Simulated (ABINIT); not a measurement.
**Cl (Cmce): G0W0 in ABINIT against the k mesh**

Aim: move the k mesh of a G0W0 run on Cl (Cmce) over a wide range.

Calculated with ABINIT 10.8.3; PBE and many-body steps on it, plane waves.

**1. Set-up**

Symmetry: Cmce, No. 64, orthorhombic system. The conventional cell has a = 6.290 Å, b = 4.500 Å, c = 8.210 Å, α = 90.00°, β = 90.00°, γ = 90.00°. Nearest to Cl lie 1 Cl at 2.02 Å.

Structure file:

```cif
data_structure
_symmetry_space_group_name_H-M 'Cmce'
_symmetry_Int_Tables_number 64
_cell_length_a 6.2900
_cell_length_b 4.5000
_cell_length_c 8.2100
_cell_angle_alpha 90.000
_cell_angle_beta 90.000
_cell_angle_gamma 90.000
_cell_volume 232.38
loop_
_atom_site_label
_atom_site_type_symbol
_atom_site_symmetry_multiplicity
_atom_site_Wyckoff_symbol
_atom_site_fract_x
_atom_site_fract_y
_atom_site_fract_z
_atom_site_occupancy
Cl1 Cl 8 f 0.50000 0.63000 0.10000 1
```

The cell and positions come from the Crystallography Open Database and are kept as given unless a step says otherwise.

**2. Empty states on the mesh, 4×4×2 mesh, 368 bands**

This step: ABINIT 10.8.3; DFT, PBE, plane waves, norm-conserving pseudopotentials.

The sums over transitions need many empty states on a uniform mesh; this step solves for them.

run.abi

```
acell 3*1.0 Angstrom
rprim 
  3.145000000000 -2.250000000000 0.000000000000
  3.145000000000 2.250000000000 0.000000000000
  0.000000000000 0.000000000000 8.210000000000
ntypat 1
znucl 17
natom 4
typat 1 1 1 1
xred 
  0.870000000000 0.130000000000 0.100000000000
  0.630000000000 0.370000000000 0.600000000000
  0.130000000000 0.870000000000 0.900000000000
  0.370000000000 0.630000000000 0.400000000000
pp_dirpath "pseudos"
pseudos "Cl.upf"
ecut 25
ngkpt 4 4 2
nshiftk 1
shiftk 0 0 0
kptopt 1
chksymbreak 0
irdden 1
istwfk *1
nband 368
prtvol 0
optdriver 6
gwr_task "HDIAGO"
paral_kgb 0
occopt 1
indata_prefix "in"
outdata_prefix "out"
tmpdata_prefix "tmp"
```

Run with:

```sh
$ OMP_NUM_THREADS=1 mpirun -n 8 abinit run.abi > log
```

Numbers of over 12 decimals in the logs are rounded to 6 here.

The program printed:

```text
.Version 10.8.3 of ABINIT. v10.8.2 released Aug 2026.

 Symmetries : space group Cm c a (# 64); Bravais oC (1-face-center ortho.)
[... echo of the input left out ...]
== DATASET  1 ==================================================================
-   mpi_nproc: 8, omp_nthreads: 1 (-1 if OMP is not activated)

--- !DatasetInfo
iteration_state: {dtset: 1, }
dimensions: {natom: 4, nkpt: 14, mband: 368, nsppol: 1, nspinor: 1, nspden: 1, mpw: 4726, }
cutoff_energies: {ecut:  25.0, pawecutdg:  -1.0, }
[...]
Indirect band gap semiconductor
 Fundamental gap:     2.469 (eV)
   VBM:    -0.824 (eV) at k: [ 5.0000E-01,  5.0000E-01,  0.0000E+00]
   CBM:     1.645 (eV) at k: [ 0.0000E+00,  0.0000E+00,  0.0000E+00]
 Direct gap:         2.525 (eV) at k: [ 0.0000E+00,  0.0000E+00,  0.0000E+00]

== END DATASET(S) ==============================================================
================================================================================

 -outvars: echo values of variables after computation  --------
           etotal      0.0000000000E+00
            nband         368
             nkpt          14
          spgroup          64
 [... the other variables as echoed above ...]

 Calculation completed.
```

It took 1.9 min on 8 MPI ranks of Arm Neoverse V2, shared host; peak memory 9.9 GiB.

This step gave:

- gap: 2.469 eV
- k of the valence top: 0.5, 0.5, 0
- k of the conduction bottom: 0, 0, 0
- least direct gap: 2.525 eV
- k points computed: 14
- lowest point of the top converged band, above the valence top: 114.5408 eV

On this mesh the gap is 2.469 eV.

The density comes from a self-consistent run that is not shown.

**3. Empty states on the mesh, 2×2×1 mesh, 111 bands**

Edit run.abi of step 2 so:

```diff
@@ -17,3 +17,3 @@
 ecut 25
-ngkpt 4 4 2
+ngkpt 2 2 1
 nshiftk 1
@@ -22,10 +22,10 @@
 chksymbreak 0
+iscf -2
 irdden 1
 istwfk *1
-nband 368
+nband 111
+nbdbuf 10
+tolwfr 1e-09
+nstep 60
 prtvol 0
-optdriver 6
-gwr_task "HDIAGO"
-paral_kgb 0
-occopt 1
 indata_prefix "in"
```

Run with:

```sh
$ OMP_NUM_THREADS=2 mpirun -n 3 abinit run.abi > log
```

The program printed:

```text
.Version 10.8.3 of ABINIT. v10.8.2 released Aug 2026.

 Symmetries : space group Cm c a (# 64); Bravais oC (1-face-center ortho.)
[... echo of the input left out ...]
== DATASET  1 ==================================================================
-   mpi_nproc: 3, omp_nthreads: 2 (-1 if OMP is not activated)

--- !DatasetInfo
iteration_state: {dtset: 1, }
dimensions: {natom: 4, nkpt: 3, mband: 111, nsppol: 1, nspinor: 1, nspden: 1, mpw: 4676, }
cutoff_energies: {ecut:  25.0, pawecutdg:  -1.0, }
[...]
1.48100    1.53866    1.54060    1.54433    1.55707    1.56311    1.56991    1.57106
   1.58904    1.58996    1.59901    1.59923    1.60042    1.60063    1.63677    1.63964
   1.64306    1.65242    1.67894    1.68372    1.70064    1.70793    1.71910
 prteigrs : prtvol=0 or 1, do not print more k-points.

== END DATASET(S) ==============================================================
================================================================================

 -outvars: echo values of variables after computation  --------
            nband         111
             nkpt           3
          spgroup          64
 [... the other variables as echoed above ...]

 Calculation completed.
```

It took 10 s on 3 MPI ranks; peak memory 0.24 GiB; 44 s of CPU time.

This step gave:

| Quantity | Value |
| --- | --- |
| gap | 2.469 eV |
| k of the valence top | 0.5, 0.5, 0 |
| k of the conduction bottom | 0, 0, 0 |
| least direct gap | 2.525 eV |
| k points computed | 3 |
| lowest point of the top converged band, above the valence top | 43.76 eV |

On this mesh the gap is 2.469 eV.

**4. Empty states on the mesh, 4×4×1 mesh, 111 bands**

Edit run.abi of step 3 so:

```diff
@@ -17,3 +17,3 @@
 ecut 25
-ngkpt 2 2 1
+ngkpt 4 4 1
 nshiftk 1
```

Run with:

```sh
$ OMP_NUM_THREADS=1 mpirun -n 7 abinit run.abi > log
```

The program printed:

```text
.Version 10.8.3 of ABINIT. v10.8.2 released Aug 2026.

 Symmetries : space group Cm c a (# 64); Bravais oC (1-face-center ortho.)
[... echo of the input left out ...]
== DATASET  1 ==================================================================
-   mpi_nproc: 7, omp_nthreads: 1 (-1 if OMP is not activated)

--- !DatasetInfo
iteration_state: {dtset: 1, }
dimensions: {natom: 4, nkpt: 7, mband: 111, nsppol: 1, nspinor: 1, nspden: 1, mpw: 4689, }
cutoff_energies: {ecut:  25.0, pawecutdg:  -1.0, }
[...]
1.48100    1.53866    1.54060    1.54433    1.55707    1.56311    1.56991    1.57106
   1.58904    1.58996    1.59901    1.59923    1.60042    1.60063    1.63677    1.63964
   1.64306    1.65242    1.67894    1.68372    1.70064    1.70793    1.71910
 prteigrs : prtvol=0 or 1, do not print more k-points.

== END DATASET(S) ==============================================================
================================================================================

 -outvars: echo values of variables after computation  --------
            nband         111
             nkpt           7
          spgroup          64
 [... the other variables as echoed above ...]

 Calculation completed.
```

Run time: 15 s. Hardware: 7 MPI ranks; peak memory 0.53 GiB.

This step gave:

- gap: 2.469 eV
- k of the valence top: 0.5, 0.5, 0
- k of the conduction bottom: 0, 0, 0
- least direct gap: 2.525 eV
- k points computed: 7
- lowest point of the top converged band, above the valence top: 43.76 eV

On this mesh the gap is 2.469 eV.

**5. Empty states on the mesh, 6×6×4 mesh, 111 bands**

Edit run.abi of step 4 so:

```diff
@@ -17,3 +17,3 @@
 ecut 25
-ngkpt 4 4 1
+ngkpt 6 6 4
 nshiftk 1
```

Run with:

```sh
$ OMP_NUM_THREADS=1 mpirun -n 8 abinit run.abi > log
```

The program printed:

```text
.Version 10.8.3 of ABINIT. v10.8.2 released Aug 2026.

 Symmetries : space group Cm c a (# 64); Bravais oC (1-face-center ortho.)
[... echo of the input left out ...]
== DATASET  1 ==================================================================
-   mpi_nproc: 8, omp_nthreads: 1 (-1 if OMP is not activated)

--- !DatasetInfo
iteration_state: {dtset: 1, }
dimensions: {natom: 4, nkpt: 39, mband: 111, nsppol: 1, nspinor: 1, nspden: 1, mpw: 4726, }
cutoff_energies: {ecut:  25.0, pawecutdg:  -1.0, }
[...]
1.48100    1.53866    1.54060    1.54433    1.55707    1.56311    1.56991    1.57106
   1.58904    1.58996    1.59901    1.59923    1.60042    1.60063    1.63677    1.63964
   1.64306    1.65242    1.67894    1.68372    1.70064    1.70793    1.71910
 prteigrs : prtvol=0 or 1, do not print more k-points.

== END DATASET(S) ==============================================================
================================================================================

 -outvars: echo values of variables after computation  --------
            nband         111
             nkpt          39
          spgroup          64
 [... the other variables as echoed above ...]

 Calculation completed.
```

Elapsed: 68 s, on 8 MPI ranks; peak memory 0.85 GiB; 9.1 min of CPU time.

Numbers from this step:

* gap: 2.469 eV
* k of the valence top: 0.5, 0.5, 0
* k of the conduction bottom: 0, 0, 0
* least direct gap: 2.525 eV
* k points computed: 39
* lowest point of the top converged band, above the valence top: 43.64 eV

On this mesh the gap is 2.469 eV.

**6. Screening, 2×2×1 mesh, 101 bands, screening to 130.6 eV**

The RPA dielectric matrix is built and inverted for each q.

This step: RPA screening on PBE, plane waves, norm-conserving pseudopotentials.

Edit run.abi of step 5 so:

```diff
@@ -17,3 +17,3 @@
 ecut 25
-ngkpt 6 6 4
+ngkpt 2 2 1
 nshiftk 1
@@ -22,10 +22,11 @@
 chksymbreak 0
-iscf -2
-irdden 1
 istwfk *1
-nband 111
-nbdbuf 10
-tolwfr 1e-09
-nstep 60
-prtvol 0
+occopt 1
+irdwfk 1
+optdriver 3
+nband 101
+ecuteps 4.8
+inclvkb 2
+awtr 1
+symchi 1
 indata_prefix "in"
```

The program printed:

```text
.Version 10.8.3 of ABINIT. v10.8.2 released Aug 2026.

 Symmetries : space group Cm c a (# 64); Bravais oC (1-face-center ortho.)
[... echo of the input left out ...]
== DATASET  1 ==================================================================
-   mpi_nproc: 8, omp_nthreads: 1 (-1 if OMP is not activated)

--- !DatasetInfo
iteration_state: {dtset: 1, }
dimensions: {natom: 4, nkpt: 3, mband: 101, nsppol: 1, nspinor: 1, nspden: 1, mpw: 4676, }
cutoff_energies: {ecut:  25.0, pawecutdg:  -1.0, }
electrons: {nelect:   2.80000000E+01, charge:   0.00000000E+00, occopt:   1.00000000E+00, tsmear:   1.00000000E-02, }

 SCREENING: Calculation of the susceptibility and dielectric matrices

 Based on a program developped by R.W. Godby, V. Olevano, G. Onida, and L. Reining.
 Incorporated in ABINIT by V. Olevano, G.-M. Rignanese, and M. Torrent.
.Using double precision arithmetic ; gwpc =  8

[... cell and pseudopotentials left out ...]
--------------------------------------------------------------------------------

 ==== K-mesh for the wavefunctions ====
 Number of points in the irreducible wedge :     3
[... list of points left out ...]
 Together with  8 symmetry operations and time-reversal symmetry
 yields     4 points in the full Brillouin Zone.

 ==== Q-mesh for the screening function ====
 Number of points in the irreducible wedge :     3
[... list of points left out ...]
 Together with  8 symmetry operations and time-reversal symmetry
 yields     4 points in the full Brillouin Zone.

 setmesh: FFT mesh size selected  =    24x   24x   54
          total number of points  =        31104

 vcoul_init : cutoff-mode = AUXILIARY_FUNCTION
 q-points for optical limit:   1
     1)      0.000010    0.000020    0.000030

- screening: taking advantage of time-reversal symmetry
- Maximum band index for partially occupied states nbvw = 14
- Remaining bands to be divided among processors   nbcw = 87
- Number of bands treated by each node ~10

 Number of electrons calculated from density =   28.0000; Expected =   28.0000
 average of density, n =  0.035710
 r_s =    1.8838
 omega_plasma =   18.2284 [eV]

 calculating chi0 at frequencies [eV] :
  1    0.000000E+00    0.000000E+00
  2    0.000000E+00    1.822838E+01

--------------------------------------------------------------------------------
  q-point number  1        q = ( 0.000000, 0.000000, 0.000000) [r.l.u.]
--------------------------------------------------------------------------------
[... chi0 elements left out ...]
 For q-point:  0.000010 0.000020 0.000030
  dielectric constant =   2.5811
  dielectric constant without local fields =   3.2085

  Average fulfillment of the sum rule on Im[epsilon] for q-point    1 :     66.04  [%]
[... wings left out ...]
  q-point number  2        q = ( 0.500000, 0.000000, 0.000000) [r.l.u.]
--------------------------------------------------------------------------------
[... chi0 elements left out ...]
  Average fulfillment of the sum rule on Im[epsilon] for q-point    2 :     66.64  [%]

 [... 1 further q-points ...]
```

Wall time 3.9 s (8 MPI ranks); peak memory 1 GiB.

This step gave:

* ε∞ with local fields, on this mesh, along the program's q direction: 2.581
* the same without local fields: 3.208
* plasma frequency: 18.23 eV
* plane waves in the screening matrix: 403

Local fields lower ε∞ by 20 %. On a Γ-centred mesh this coarse the value itself is usually too large, while a short band sum pulls it down.

**7. 2×2×1**

This step: G0W0 on PBE, plane waves, norm-conserving pseudopotentials.

Edit run.abi of step 6 so:

```diff
@@ -25,8 +25,17 @@
 irdwfk 1
-optdriver 3
+optdriver 4
 nband 101
+gwcalctyp 0
+ecutsigx 25
+symsigma 1
+nkptgw 2
+kptgw 
+  0.5000000000 0.5000000000 0.0000000000
+  0.0000000000 0.0000000000 0.0000000000
+bdgw 
+  13 16
+  13 16
 ecuteps 4.8
-inclvkb 2
-awtr 1
-symchi 1
+irdscr 1
+ppmodel 1
 indata_prefix "in"
```

The program printed:

```text
.Version 10.8.3 of ABINIT. v10.8.2 released Aug 2026.

 Symmetries : space group Cm c a (# 64); Bravais oC (1-face-center ortho.)
[... echo of the input left out ...]
== DATASET  1 ==================================================================
-   mpi_nproc: 8, omp_nthreads: 1 (-1 if OMP is not activated)

--- !DatasetInfo
iteration_state: {dtset: 1, }
dimensions: {natom: 4, nkpt: 3, mband: 101, nsppol: 1, nspinor: 1, nspden: 1, mpw: 4676, }
cutoff_energies: {ecut:  25.0, pawecutdg:  -1.0, }
electrons: {nelect:   2.80000000E+01, charge:   0.00000000E+00, occopt:   1.00000000E+00, tsmear:   1.00000000E-02, }

 SIGMA: Calculation of the GW corrections

 Based on a program developped by R.W. Godby, V. Olevano, G. Onida, and L. Reining.
 Incorporated in ABINIT by V. Olevano, G.-M. Rignanese, and M. Torrent.
.Using double precision arithmetic ; gwpc =  8

[... cell and pseudopotentials left out ...]
--------------------------------------------------------------------------------

 ==== K-mesh for the wavefunctions ====
 Number of points in the irreducible wedge :     3
[... list of points left out ...]
 Together with  8 symmetry operations and time-reversal symmetry
 yields     4 points in the full Brillouin Zone.

 ==== Q-mesh for screening function ====
 Number of points in the irreducible wedge :     3
[... list of points left out ...]
 Together with  8 symmetry operations and time-reversal symmetry
 yields     4 points in the full Brillouin Zone.

 vcoul_init : cutoff-mode = AUXILIARY_FUNCTION
 q-points for optical limit:   1
     1)      0.000010    0.000020    0.000030
 setmesh: FFT mesh size selected  =    36x   36x   72
          total number of points  =        93312

 Number of electrons calculated from density =   28.0000; Expected =   28.0000
 average of density, n =  0.035710
 r_s =    1.8838
 omega_plasma =   18.2284 [eV]

 === KS Band Gaps ===
  >>>> For spin  1
   Minimum direct gap =   2.5251 [eV], located at k-point      :   0.0000  0.0000  0.0000
   Fundamental gap    =   2.4691 [eV], Top of valence bands at :   0.5000  0.5000  0.0000
                                       Bottom of conduction at :   0.0000  0.0000  0.0000
 SIGMA fundamental parameters:
 PLASMON POLE MODEL  1
 number of plane-waves for SigmaX                 4675
 number of plane-waves for SigmaC and W            403
 number of plane-waves for wavefunctions          4675
 number of bands                                   101
 number of independent spin polarizations            1
 number of spinorial components                      1
 number of k-points in IBZ                           3
 number of q-points in IBZ                           3
 number of symmetry operations                       8
 number of k-points in BZ                            4
 number of q-points in BZ                            4
 number of frequencies for dSigma/dE                 9
 frequency step for dSigma/dE [eV]                0.25
 number of omega for Sigma on real axis              0
 max omega for Sigma on real axis  [eV]           0.00
 zcut for avoiding poles [eV]                     0.10

 EPSILON^-1 parameters (SCR file):
 dimension of the eps^-1 matrix on file            403
 dimension of the eps^-1 matrix used               403
 number of plane-waves for wavefunctions          4675
 number of bands                                   101
 number of q-points in IBZ                           3
 number of frequencies                               2
 number of real frequencies                          1
 number of imag frequencies                          1

 matrix elements of self-energy operator (all in [eV])

 Perturbative Calculation

--- !SelfEnergy_ee
iteration_state: {dtset: 1, }
kpoint     : [   0.500,    0.500,    0.000, ]
spin       : 1
KS_gap     :    2.546
QP_gap     :    5.869
Delta_QP_KS:    3.323
data: !SigmaeeData |
     Band     E0 <VxcDFT>   SigX SigC(E0)      Z dSigC/dE  Sig(E)    E-E0       E
       13  -1.186 -14.313 -18.800   2.751   0.789  -0.268 -15.682  -1.370  -2.556
       14  -0.824 -14.675 -19.177   2.705   0.794  -0.259 -16.102  -1.427  -2.251
       15   1.722 -14.114  -8.873  -2.852   0.794  -0.260 -12.218   1.896   3.618
       16   1.912 -14.252  -8.988  -2.836   0.792  -0.263 -12.329   1.923   3.836

--- !SelfEnergy_ee
iteration_state: {dtset: 1, }
kpoint     : [   0.000,    0.000,    0.000, ]
spin       : 1
KS_gap     :    2.525
QP_gap     :    5.807
Delta_QP_KS:    3.282
data: !SigmaeeData |
     Band     E0 <VxcDFT>   SigX SigC(E0)      Z dSigC/dE  Sig(E)    E-E0       E
       13  -0.970 -14.514 -19.161   2.794   0.793  -0.261 -15.984  -1.470  -2.440
       14  -0.880 -14.710 -19.341   2.816   0.792  -0.263 -16.148  -1.438  -2.318
       15   1.645 -13.986  -8.835  -2.833   0.795  -0.257 -12.142   1.844   3.489
       16   2.208 -14.636  -9.171  -2.939   0.788  -0.269 -12.646   1.990   4.198

== END DATASET(S) ==============================================================
================================================================================

 -outvars: echo values of variables after computation  --------
           etotal      0.0000000000E+00
            nband         101
             nkpt           3
          spgroup          64
 [... the other variables as echoed above ...]

 Calculation completed.
```

The job ended after 3.5 s (8 MPI ranks; peak memory 1 GiB; 27 s of CPU time).

Numbers from this step:

```yaml
g0w0_gap_on_the_points_computed: 5.74 eV
starting_gap_on_the_mesh: 2.469 eV
k_of_the_valence_top: 0.5, 0.5, 0
k_of_the_conduction_bottom: 0, 0, 0
z_at_the_valence_top: 0.794
z_at_the_conduction_bottom: 0.795
least_direct_g0w0_gap_on_the_computed_points: 5.807 eV
```

[end of part 1 of 2]

[Paths, hosts, dates, memory and timing lines, banners, echoed tables and standing remarks are left out of the program output.]

[Logs are printed without paths, hosts, clocks, repeated set-up lines and the standing remarks that a program may print on its own settings, such as how far it seeks lower states.]

[Runs of the session that timed out or met a known fault of the program may be left out.]

[Hosts, paths, dates, database ids (printed as entryN), source tags and the programs' standing remarks are cut or masked in the printed files.]

[G0W0 gaps are taken among the corrected bands and points alone; a level outside them can change the order at an edge.]

[Where Ansatz stands beside ABINIT at settings called matched, ABINIT's density can come from a denser mesh and the files from another edition; pairs whose starting gaps differed by over 0.03 eV were left out, so agreement reads better than it is.]
